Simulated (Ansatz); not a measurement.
# W (Im-3m): the Drude term of Re ε in the infrared

Re ε of W (Im-3m) at low photon energies is read from one computed spectrum; the carriers' damping was typed as γ = 0.05 eV.

Symmetry: Im-3m, No. 229, cubic system. The conventional cell has a = 3.165 Å, b = 3.165 Å, c = 3.165 Å, α = 90.00°, β = 90.00°, γ = 90.00°. Around W on site a lie 8 W at 2.74 Å.

Method: Ansatz 0.2.0, PBE, independent particles, k-mesh 20×20×20 with interpolation inside its cells, Gaussian parameter 0.1 eV.

Launch of the response step: `ansatz run input.yaml --threads 4 --pin off --max-ram 8192MiB --backend cpu --events-out ev --progress --plain --runs-dir out`. The run took 9 s, on 4 threads of Intel(R) Xeon(R) Platinum 8488C (Sapphire Rapids) (shared host).

```
photon energy E (eV)  wavelength (µm)    Re ε
                0.25             4.96  -864.5
                0.30             4.13  -592.1
                0.35             3.54  -423.9
                0.40             3.10  -312.7
                0.50             2.48  -183.5
                0.60             2.07  -121.8
                0.70             1.77       ?
```

A Drude term over a constant background gives Re ε = ε_b − ωp²/(E² + γ²), linear in 1/(E² + γ²).

Working, on the rows shown:

| x = 1/(E² + γ²) (eV⁻²) | y = Re ε |
| --- | --- |
| 15.3846 | -864.5 |
| 10.8108 | -592.1 |
| 8 | -423.9 |
| 6.15385 | -312.7 |
| 3.9604 | -183.5 |
| 2.75862 | -121.8 |

Means: x̄ = 7.8447, ȳ = -416.42. Σ(x − x̄)(y − ȳ) = -6479, Σ(x − x̄)² = 109.5. Slope = -6479 / 109.5 = -59.18; intercept = ȳ − slope · x̄ = 47.822. The line misses the rows shown by at most 6.4.

Problem. Fill in the last column of the withheld row.

Solution. At x = 2.0305 the line gives y = -72.337. The run gave -87.7, so the extrapolation is off by 15, 2.0 % of the range in the table.

Refitted with all rows, the slope is -58.63 and the intercept 41.749. These give ωp = √(−slope) = 7.66 eV, against 7.70 eV from the program's Fermi-surface sum, and an intercept of 41.7. Taking the program's Drude term off the rows leaves 48 at the lowest energy and 33 at the highest, so the background isn't constant: interband transitions lie in or near the window, and neither fitted number can be trusted. The values come from a sum over the points of one k-mesh and carry its error, which is largest for Fermi-surface quantities. Spin-orbit coupling is left out.

[Logs are printed without paths, hosts, clocks, repeated set-up lines and the standing remarks that a program may print on its own settings, such as how far it seeks lower states.]
